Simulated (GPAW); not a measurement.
# Li/Ru(0001): work function by functional and basis, part 2 of 2

How far do functional and basis move the work function of Li/Ru(0001)?

GPAW 26.7.0; GPAW, PAW setups; slab in vacuum, relaxation (the session's first sound run).

So far, upper work function (eV): step 2 (relaxation, PBE, GPAW) 3.72; step 3 (plane waves, PBE) 3.72; step 4 (self-consistent run: xc = "RPBE") 3.67; step 5 (self-consistent run: xc = "vdW-DF2", GPAW, PAW setups, GPAW) 3.77.

## 6. Self-consistent run: xc = "revPBE"

The same geometry under revPBE, to see how far the functional moves the levels against the vacuum.

Input file run.py:

```python
import json
import numpy as np
from ase import Atoms
from gpaw import GPAW, PW

slab = Atoms(
    ['Ru', 'Ru', 'Ru', 'Ru', 'Li'],
    positions=[
        [2.70000, 1.55885, 8.00000],
        [0.00000, 0.00000, 10.13840],
        [2.70000, 1.55885, 12.28630],
        [0.00000, 0.00000, 14.39115],
        [2.70000, 1.55885, 16.58015]],
    cell=[[2.7, 0.0, 0.0], [1.35, 2.33827, 0.0], [0.0, 0.0, 24.83328]],
    pbc=[True, True, False])

slab.calc = GPAW(mode=PW(400), xc='revPBE', kpts={'size': (13, 13, 1), 'gamma': True},
                 occupations={'name': 'fermi-dirac', 'width': 0.1}, nbands='300%',
                 convergence={'density': 1e-05}, maxiter=200,
                 poissonsolver={'dipolelayer': 'xy'},
                 symmetry={'tolerance': 1e-3}, txt='slab.txt')
result = {}
energy = slab.get_potential_energy()
fermi = slab.calc.get_fermi_level()
v = slab.calc.get_electrostatic_potential().mean((0, 1)) - fermi
n = slab.calc.get_pseudo_density().mean((0, 1))
L = slab.cell[2, 2]
z = np.arange(len(v)) * L / len(v)
low, high = slab.positions[:, 2].min(), slab.positions[:, 2].max()
below, above = np.interp([low - 5.8, high + 5.8], z, v)
slopes = [np.interp(x, z, np.gradient(v, z)) for x in (low - 5.8, high + 5.8)]
eps = np.array([[slab.calc.get_eigenvalues(k, s) for k in range(len(slab.calc.get_ibz_k_points()))]
                for s in range(slab.calc.get_number_of_spins())]) - fermi
top, bottom = eps[eps < 0].max(), eps[eps > 0].min()
dipole = slab.get_dipole_moment()[2]
print(f'energy {energy:.4f} eV, Fermi level {fermi:.4f} eV, dipole {dipole:.5f} e A')
print(f'potential 5.8 A off the faces, from the Fermi level: lower {below:.4f} eV, upper {above:.4f} eV')
print(f'slope of the potential there: lower {slopes[0]:.5f}, upper {slopes[1]:.5f} eV/A')
print(f'nearest levels on the mesh: {top:.4f} and {bottom:.4f} eV')
print('magnetic moment', round(slab.get_magnetic_moment(), 3))
result.update(energy=energy, fermi=fermi, dipole=dipole, below=below, above=above, slopes=slopes, edges=[top, bottom],
              z=z.tolist(), v=v.tolist(), n=n.tolist(), positions=slab.positions.tolist(),
              forces=slab.get_forces(apply_constraint=False).tolist(), moments=slab.get_magnetic_moments().tolist())
json.dump(result, open('result.json', 'w'))
```

On the command line:

```console
$ OMP_NUM_THREADS=1 OPENBLAS_NUM_THREADS=1 python run.py
```

Log:

```text
energy -35.6981 eV, Fermi level 2.4478 eV, dipole 0.04369 e A
potential 5.8 A off the faces, from the Fermi level: lower 4.9170 eV, upper 3.6680 eV
slope of the potential there: lower 0.00010, upper 0.00077 eV/A
nearest levels on the mesh: -0.0413 and 0.0036 eV
magnetic moment 0.0
```

Run time: 5.4 min. Hardware: 1 thread of Arm Neoverse V1, shared host; peak memory 0.27 GiB.

Numbers from this step:

```yaml
dipole_along_the_normal: 0.04369 e·Å
levels_nearest_the_fermi_level_on_the_mesh: -0.04129, 0.003553 eV from the Fermi level
upper_work_function: 3.668 eV
lower_work_function: 4.917 eV
```

The electrostatic potential energy of an electron (without an applied field's), less the Fermi level, planar mean oscillates, so the rows of the table below give means over windows of 2.17 Å about each position, cut where the curve ends. Its maxima inside the range that stand out by 2 % of the span (Å: eV): 9.1: -1.92, 11.2: -2.02, 13.3: -2.25, 15.7: 0.821. Its minima: 8.0: -27.9, 10.1: -28.5, 12.3: -28.4, 14.4: -28.0, 16.7: -4.97.

The electrostatic potential energy of an electron (without an applied field's), less the Fermi level, planar mean by z; means over each step:

z (Å), electrostatic potential energy of an electron (without an applied field's), less the Fermi level, planar mean (eV) and a bar from the least value:
```
     1.08        4.9 ##############################
     3.25        4.9 ##############################
     5.42        4.7 ##############################
     7.59      -11.8 ###
     9.77      -13.5 
    11.93      -13.5 
    14.11      -13.3 
    16.27       -2.0 ###################
    18.45        2.6 ##########################
    20.62        3.6 ############################
    22.79        3.7 ############################
```

The upper face's work function is 3.668 eV, against 3.717 eV in the first plane-wave PBE run at this geometry.

## 7. OptPBE vdW: xc = "optPBE-vdW"

The same geometry under optPBE-vdW, to see how far the functional moves the levels against the vacuum (the van der Waals functionals take revPBE setups).

Changes to run.py since step 6:

```diff
@@ -16,3 +16,3 @@
 
-slab.calc = GPAW(mode=PW(400), xc='revPBE', kpts={'size': (13, 13, 1), 'gamma': True},
+slab.calc = GPAW(mode=PW(400), xc='optPBE-vdW', kpts={'size': (13, 13, 1), 'gamma': True},
                  occupations={'name': 'fermi-dirac', 'width': 0.1}, nbands='300%',
```

Log:

```text
energy -94.3999 eV, Fermi level 2.2945 eV, dipole 0.05042 e A
potential 5.8 A off the faces, from the Fermi level: lower 5.2340 eV, upper 3.7921 eV
slope of the potential there: lower 0.00012, upper 0.00114 eV/A
nearest levels on the mesh: -0.0027 and 0.0065 eV
magnetic moment 0.0
```

Run time: 6 min. Hardware: 1 thread; peak memory 0.4 GiB.

This step gave:

```
dipole along the normal                    : 0.05042 e·Å
levels nearest the Fermi level on the mesh : -0.002717, 0.006497 eV from the Fermi level
upper work function                        : 3.792 eV
lower work function                        : 5.234 eV
```

The upper face's work function is 3.792 eV, against 3.717 eV in the first plane-wave PBE run at this geometry.

## 8. Self-consistent run: xc = "LDA"

The same geometry under LDA, to see how far the functional moves the levels against the vacuum.

Changes to run.py since step 7:

```diff
@@ -16,3 +16,3 @@
 
-slab.calc = GPAW(mode=PW(400), xc='optPBE-vdW', kpts={'size': (13, 13, 1), 'gamma': True},
+slab.calc = GPAW(mode=PW(400), xc='LDA', kpts={'size': (13, 13, 1), 'gamma': True},
                  occupations={'name': 'fermi-dirac', 'width': 0.1}, nbands='300%',
```

Log:

```text
energy -43.6497 eV, Fermi level 2.1314 eV, dipole 0.05656 e A
potential 5.8 A off the faces, from the Fermi level: lower 5.4232 eV, upper 3.8054 eV
slope of the potential there: lower 0.00008, upper 0.00067 eV/A
nearest levels on the mesh: -0.0499 and 0.0065 eV
magnetic moment 0.0
```

Wall time 4.6 min (1 thread); peak memory 0.27 GiB.

Numbers from this step:

```
dipole along the normal                    : 0.05656 e·Å
levels nearest the Fermi level on the mesh : -0.04994, 0.006540 eV from the Fermi level
upper work function                        : 3.805 eV
lower work function                        : 5.423 eV
```

The electrostatic potential energy of an electron (without an applied field's), less the Fermi level, planar mean oscillates, so the rows of the table below give means over windows of 2.17 Å about each position, cut where the curve ends. Its maxima inside the range that stand out by 2 % of the span (Å: eV): 1.6: 5.42, 9.1: -1.51, 11.2: -1.61, 13.3: -1.83, 15.7: 1.20. Its minima: 8.0: -27.7, 10.1: -28.2, 12.3: -28.1, 14.4: -27.8, 16.7: -4.71.

Electrostatic potential energy of an electron (without an applied field's), less the Fermi level, planar mean against z; means over each step:

| z (Å) | electrostatic potential energy of an electron (without an applied field's), less the Fermi level, planar mean (eV) |
| --- | --- |
| 1.08 | 5.35 |
| 3.25 | 5.42 |
| 5.42 | 5.16 |
| 7.59 | -11.4 |
| 9.77 | -13.2 |
| 11.93 | -13.2 |
| 14.11 | -13.0 |
| 16.27 | -1.66 |
| 18.45 | 2.69 |
| 20.62 | 3.78 |
| 22.79 | 3.81 |

The upper face's work function is 3.805 eV, against 3.717 eV in the first plane-wave PBE run at this geometry.

## 9. Real-space grid: mode = "fd"

A real-space grid is a second complete basis, so it checks the plane-wave result.

Changes to run.py since step 8:

```diff
@@ -3,3 +3,3 @@
 from ase import Atoms
-from gpaw import GPAW, PW
+from gpaw import GPAW
 
@@ -16,3 +16,3 @@
 
-slab.calc = GPAW(mode=PW(400), xc='LDA', kpts={'size': (13, 13, 1), 'gamma': True},
+slab.calc = GPAW(mode='fd', h=0.18, xc='PBE', kpts={'size': (13, 13, 1), 'gamma': True},
                  occupations={'name': 'fermi-dirac', 'width': 0.1}, nbands='300%',
```

Log:

```text
energy -38.3466 eV, Fermi level -4.3884 eV, dipole 0.04695 e A
potential 5.8 A off the faces, from the Fermi level: lower 5.0617 eV, upper 3.7149 eV
slope of the potential there: lower -0.00005, upper 0.00047 eV/A
nearest levels on the mesh: -0.0502 and 0.0067 eV
magnetic moment 0.0
```

Run time: 21 min. Hardware: 1 thread; peak memory 0.97 GiB.

This step gave:

| Item | Value |
| --- | --- |
| dipole along the normal | 0.04695 e·Å |
| levels nearest the Fermi level on the mesh | -0.05019, 0.006746 eV from the Fermi level |
| upper work function | 3.715 eV |
| lower work function | 5.062 eV |

The upper face's work function is 3.715 eV, against 3.717 eV in the first plane-wave PBE run at this geometry.

## 10. Atomic orbitals: mode = "lcao"

Atom-centred orbitals end a few angstrom from the surface, which tests how much the density's tail matters.

Changes to run.py since step 9:

```diff
@@ -16,4 +16,4 @@
 
-slab.calc = GPAW(mode='fd', h=0.18, xc='PBE', kpts={'size': (13, 13, 1), 'gamma': True},
-                 occupations={'name': 'fermi-dirac', 'width': 0.1}, nbands='300%',
+slab.calc = GPAW(mode='lcao', basis='dzp', h=0.18, xc='PBE', kpts={'size': (13, 13, 1), 'gamma': True},
+                 occupations={'name': 'fermi-dirac', 'width': 0.1}, nbands='120%',
                  convergence={'density': 1e-05}, maxiter=200,
```

Log:

```text
energy -36.1866 eV, Fermi level -4.3140 eV, dipole 0.05336 e A
potential 5.8 A off the faces, from the Fermi level: lower 5.0792 eV, upper 3.5489 eV
slope of the potential there: lower -0.00003, upper -0.00000 eV/A
nearest levels on the mesh: -0.0093 and 0.0009 eV
magnetic moment 0.0
```

Elapsed: 23 min, on 1 thread; peak memory 0.34 GiB.

This step gave:

| Property | Result |
| --- | --- |
| dipole along the normal | 0.05336 e·Å |
| levels nearest the Fermi level on the mesh | -0.009342, 9.24e-4 eV from the Fermi level |
| upper work function | 3.549 eV |
| lower work function | 5.079 eV |

The upper face's work function is 3.549 eV, against 3.717 eV in the first plane-wave PBE run at this geometry.

## 11. All levels side by side

Times are for 1 thread of Arm Neoverse V1, shared host. Results by setting:

| no. | run | upper work function (eV) | lower work function (eV) | time | memory (GiB) |
| --- | --- | --- | --- | --- | --- |
| 1 | pw | 3.717 | 5.062 | 5.1 min | 0.27 |
| 2 | RPBE | 3.670 | 4.893 | 4.9 min | 0.27 |
| 3 | vdW DF2 | 3.773 | 5.347 | 18 min | 0.4 |
| 4 | revPBE | 3.668 | 4.917 | 5.4 min | 0.27 |
| 5 | optPBE vdW | 3.792 | 5.234 | 6 min | 0.4 |
| 6 | LDA | 3.805 | 5.423 | 4.6 min | 0.27 |
| 7 | fd | 3.715 | 5.062 | 21 min | 0.97 |
| 8 | lcao | 3.549 | 5.079 | 23 min | 0.34 |

## 12. Side by side

Results and costs are gathered.

This step: comparison of work functions, dipole and cost (GPAW 26.7.0).

Ladder, by row:

| step | code | work function, upper (eV) | work function, lower (eV) | dipole (e Å) | wall time (s) | peak memory (GiB) | threads |
| --- | --- | --- | --- | --- | --- | --- | --- |
| pw | GPAW | 3.717 | 5.062 | 0.04703 | 303.7 | 0.27 | 1 |
| RPBE | GPAW | 3.67 | 4.893 | 0.04279 | 296.2 | 0.27 | 1 |
| vdW-DF2 | GPAW | 3.773 | 5.347 | 0.05504 | 1094 | 0.4 | 1 |
| revPBE | GPAW | 3.668 | 4.917 | 0.04369 | 324.9 | 0.27 | 1 |
| optPBE-vdW | GPAW | 3.792 | 5.234 | 0.05042 | 357.6 | 0.4 | 1 |
| LDA | GPAW | 3.805 | 5.423 | 0.05656 | 275.8 | 0.27 | 1 |
| fd | GPAW | 3.715 | 5.062 | 0.04695 | 1247 | 0.97 | 1 |
| lcao | GPAW | 3.549 | 5.079 | 0.05336 | 1406 | 0.34 | 1 |

## 13. A changed run

One more run, with changed settings.

This step: GPAW, PAW setups; slab in vacuum (GPAW 26.7.0).

Changes to run.py since step 10:

```diff
@@ -3,3 +3,4 @@
 from ase import Atoms
-from gpaw import GPAW
+from gpaw import GPAW, PW
+from gpaw.external import ConstantElectricField
 
@@ -16,6 +17,7 @@
 
-slab.calc = GPAW(mode='lcao', basis='dzp', h=0.18, xc='PBE', kpts={'size': (13, 13, 1), 'gamma': True},
-                 occupations={'name': 'fermi-dirac', 'width': 0.1}, nbands='120%',
-                 convergence={'density': 1e-05}, maxiter=200,
+slab.calc = GPAW(mode=PW(400), xc='PBE', kpts={'size': (13, 13, 1), 'gamma': True},
+                 occupations={'name': 'fermi-dirac', 'width': 0.1}, nbands='300%',
+                 convergence={'density': 1e-05}, maxiter=100,
                  poissonsolver={'dipolelayer': 'xy'},
+                 external=ConstantElectricField(1.5, [0, 0, 1]),
                  symmetry={'tolerance': 1e-3}, txt='slab.txt')
```

Log:

```text
energy -38.4150 eV, Fermi level 1.9633 eV, dipole 0.78589 e A
potential 5.8 A off the faces, from the Fermi level: lower 16.5974 eV, upper -5.5650 eV
slope of the potential there: lower -0.39526, upper 0.01141 eV/A
nearest levels on the mesh: -0.0046 and 0.0029 eV
magnetic moment 0.0
```

Wall time 21 min (1 thread); peak memory 0.64 GiB.

The run finished. A setting was moved off its sound value on purpose, so it serves as a test and not as the result.

The fault put into the input: a field far too strong (field = 1.5).

The two runs compared:

| quantity | this run | sound run | difference |
| --- | --- | --- | --- |
| dipole along the normal (e·Å) | 0.78589 | 0.047027 | 0.739 |

One result that differs is the dipole along the normal, 0.786 e·Å against 0.0470 e·Å.

## 14. What came out

| Property | Result |
| --- | --- |
| work function, upper and lower face | 3.717 and 5.062 eV |
| dipole along the normal | 0.0470 e Å |

With plane waves and PBE the work function is 3.72 eV on the upper face and 5.06 eV on the lower. The two faces differ by 1.3 eV, the step that the slab's dipole makes (e p/(ε0 A) gives 1.3 eV), so the dipole layer is needed. Over the sound runs of the table the upper face's work function spans 3.549 (lcao) to 3.805 eV (LDA). Atomic orbitals miss the plane-wave value by -0.17 eV, since they describe the tail of the density in the vacuum poorly. The cell of 6.31 Å² holds one Li, started on one chosen site; other sites and coverages weren't tried. The in-plane lattice was kept as typed, which isn't the functional's own and leaves some strain; spin-orbit coupling and temperature are left out.

[Logs are printed without paths, hosts, clocks, repeated set-up lines and the standing remarks that a program may print on its own settings, such as how far it seeks lower states.]

[Hosts, paths, dates, database ids (printed as entryN), source tags and the programs' standing remarks are cut or masked in the printed files.]
